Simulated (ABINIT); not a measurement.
# CaO (Fm-3m): G0W0 in ABINIT against the exchange cutoff

Aim: move the exchange cutoff of a G0W0 run on CaO (Fm-3m) over a wide range.

Method: PBE and many-body steps on it, plane waves, in ABINIT 10.8.3.

Most raw output is cut from this account.

## 1. Starting point

It takes space group Fm-3m (No. 225, cubic). Conventional cell: a = 4.807 Å, b = 4.807 Å, c = 4.807 Å, α = 90.00°, β = 90.00°, γ = 90.00°. Nearest to Ca lie 6 O at 2.40 Å. O has 6 Ca at 2.40 Å nearest. Farther neighbours and most contacts between anions are not listed.

The cell and positions are those that the Materials Project relaxed with its own functionals (PBE, PBE+U or r2SCAN), kept fixed.

## 2. Screening, 4×4×4 mesh, 28 bands, screening to 130.6 eV

This step: ABINIT 10.8.3; RPA screening on PBE, plane waves, norm-conserving pseudopotentials.

The RPA dielectric matrix is built and inverted for each q.

Input file run.abi:

```
acell 3*1.0 Angstrom
rprim 
  -0.000000000000 2.403555696000 2.403555696000
  2.403555696000 -0.000000000000 2.403555696000
  2.403555696000 2.403555696000 -0.000000000000
ntypat 2
znucl 20 8
natom 2
typat 1 2
xred 
  0.000000000000 0.000000000000 0.000000000000
  0.500000000000 0.500000000000 0.500000000000
pp_dirpath "pseudos"
pseudos "Ca.upf, O.upf"
ecut 36
ngkpt 4 4 4
nshiftk 1
shiftk 0 0 0
kptopt 1
chksymbreak 0
istwfk *1
occopt 1
irdwfk 1
optdriver 3
nband 28
ecuteps 4.8
inclvkb 2
awtr 1
symchi 1
indata_prefix "in"
outdata_prefix "out"
tmpdata_prefix "tmp"
```

Started as:

```sh
$ OMP_NUM_THREADS=1 mpirun -n 4 abinit run.abi > log
```

Elapsed: 3.6 s, on 4 MPI ranks of Arm Neoverse V2, shared host; peak memory 0.39 GiB.

This step gave:

| Item | Value |
| --- | --- |
| ε∞ with local fields, on this mesh, along the program's q direction | 3.655 |
| the same without local fields | 3.999 |
| plasma frequency | 28.19 eV |
| plane waves in the screening matrix | 113 |

Local fields lower ε∞ by 9 %. On a Γ-centred mesh this coarse the value itself is usually too large, while a short band sum pulls it down.

## 3. 3.6 Ha

This step: G0W0 on PBE, plane waves, norm-conserving pseudopotentials.

Changes to run.abi since step 2:

```diff
@@ -23,8 +23,17 @@
 irdwfk 1
-optdriver 3
+optdriver 4
 nband 28
+gwcalctyp 0
+ecutsigx 3.6
+symsigma 1
+nkptgw 2
+kptgw 
+  0.0000000000 0.0000000000 0.0000000000
+  0.5000000000 0.5000000000 0.0000000000
+bdgw 
+  6 12
+  7 10
 ecuteps 4.8
-inclvkb 2
-awtr 1
-symchi 1
+irdscr 1
+ppmodel 1
 indata_prefix "in"
```

Elapsed: 2.3 s, on 4 MPI ranks; peak memory 0.09 GiB.

This step gave:

| Property | Result |
| --- | --- |
| G0W0 gap on the points computed | 4.646 eV |
| starting gap on the mesh | 3.662 eV |
| k of the valence top | 0, 0, 0 |
| k of the conduction bottom | 0.5, 0.5, 0 |
| Z at the valence top | 0.796 |
| Z at the conduction bottom | 0.854 |
| least direct G0W0 gap on the computed points | 5.116 eV |

## 4. 7.2 Ha

Changes to run.abi since step 3:

```diff
@@ -26,3 +26,3 @@
 gwcalctyp 0
-ecutsigx 3.6
+ecutsigx 7.2
 symsigma 1
```

Wall time 2.5 s (4 MPI ranks); peak memory 0.1 GiB.

This step gave:

| Item | Value |
| --- | --- |
| G0W0 gap on the points computed | 5.361 eV |
| starting gap on the mesh | 3.662 eV |
| k of the valence top | 0, 0, 0 |
| k of the conduction bottom | 0.5, 0.5, 0 |
| Z at the valence top | 0.791 |
| Z at the conduction bottom | 0.853 |
| least direct G0W0 gap on the computed points | 5.59 eV |

## 5. 14.4 Ha

The self-energy is evaluated for the states that the input lists, and the levels follow from it, in one-shot runs by the linearised quasiparticle equation.

Changes to run.abi since step 4:

```diff
@@ -26,3 +26,3 @@
 gwcalctyp 0
-ecutsigx 7.2
+ecutsigx 14.4
 symsigma 1
```

Run time: 2.6 s. Hardware: 4 MPI ranks; peak memory 0.1 GiB; 9.8 s of CPU time.

This step gave:

| Item | Value |
| --- | --- |
| G0W0 gap on the points computed | 5.710 eV |
| starting gap on the mesh | 3.662 eV |
| k of the valence top | 0, 0, 0 |
| k of the conduction bottom | 0.5, 0.5, 0 |
| least direct G0W0 gap on the computed points | 5.981 eV |

The gap on the mesh goes from 3.66 eV to 5.71 eV, a correction of +2.05 eV.

## 6. 25.2 Ha

Changes to run.abi since step 5:

```diff
@@ -26,3 +26,3 @@
 gwcalctyp 0
-ecutsigx 14.4
+ecutsigx 25.2
 symsigma 1
```

Run time: 2.6 s. Hardware: 4 MPI ranks; peak memory 0.11 GiB; 10 s of CPU time.

This step gave:

- G0W0 gap on the points computed: 5.787 eV
- starting gap on the mesh: 3.662 eV
- k of the valence top: 0, 0, 0
- k of the conduction bottom: 0.5, 0.5, 0
- least direct G0W0 gap on the computed points: 6.070 eV

Against the run before, the gap moves by +0.077 eV.

## 7. 36 Ha

Changes to run.abi since step 6:

```diff
@@ -26,3 +26,3 @@
 gwcalctyp 0
-ecutsigx 25.2
+ecutsigx 36
 symsigma 1
```

Wall time 2.7 s (4 MPI ranks); peak memory 0.13 GiB.

This step gave:

* G0W0 gap on the points computed: 5.802 eV
* starting gap on the mesh: 3.662 eV
* k of the valence top: 0, 0, 0
* k of the conduction bottom: 0.5, 0.5, 0
* least direct G0W0 gap on the computed points: 6.085 eV

Against the run before, the gap moves by +0.015 eV.

## 8. The runs together

Times are wall times on 4 MPI ranks of Arm Neoverse V2, shared host, good to a factor of about two. A run's time includes the screening step that it read.

```csv
run,mesh,bands,screening cutoff (eV),DFT gap (eV),gap on the mesh (eV),direct (eV),ε∞ used,time
3.6 Ha,4×4×4,28,130.6,3.662,4.646,5.116,3.65,5.9 s
7.2 Ha,4×4×4,28,130.6,3.662,5.361,5.590,3.65,6.2 s
14.4 Ha,4×4×4,28,130.6,3.662,5.710,5.981,3.65,6.2 s
25.2 Ha,4×4×4,28,130.6,3.662,5.787,6.070,3.65,6.3 s
36 Ha,4×4×4,28,130.6,3.662,5.802,6.085,3.65,6.4 s
```

## 9. What came out

| Quantity | Value |
| --- | --- |
| 3.6 Ha | 4.646 eV |
| 7.2 Ha | 5.361 eV |
| 14.4 Ha | 5.710 eV |
| 25.2 Ha | 5.787 eV |
| 36 Ha | 5.802 eV |
| known limits | not at the basis limit; coarse k mesh |

What this shows: The setting moved: exchange cutoff. From 3.6 Ha to 36 Ha the gap moves by +1.16 eV. The last step still moves it by +0.015 eV. Bands and screening cutoff are coupled, so a series along one setting does not show full convergence. Below the screening cutoff the correlation part is cut too. Bands and cutoff are finite, so the gap is not at the basis limit. The miss can reach some tenths of an eV and take either sign; the mesh is an error of its own. In the first G0W0 run levels were corrected at 2 k points alone, so a gap called «on the mesh» is the least over those, and an edge elsewhere would be missed. The 4×4×4 mesh is coarse for this cell, which bears on the long-range parts of exchange and screening.

[Paths, hosts, dates, memory and timing lines, banners, echoed tables and standing remarks are left out of the program output.]

[Logs are printed without paths, hosts, clocks, repeated set-up lines and the standing remarks that a program may print on its own settings, such as how far it seeks lower states.]

[Runs of the session that timed out or met a known fault of the program may be left out.]

[No measured gap is set beside runs whose start may be inverted or whose files or cutoffs have a known fault.]

[Hosts, paths, dates, database ids (printed as entryN), source tags and the programs' standing remarks are cut or masked in the printed files.]

[G0W0 gaps are taken among the corrected bands and points alone; a level outside them can change the order at an edge.]

[Where Ansatz stands beside ABINIT at settings called matched, ABINIT's density can come from a denser mesh and the files from another edition; pairs whose starting gaps differed by over 0.03 eV were left out, so agreement reads better than it is.]
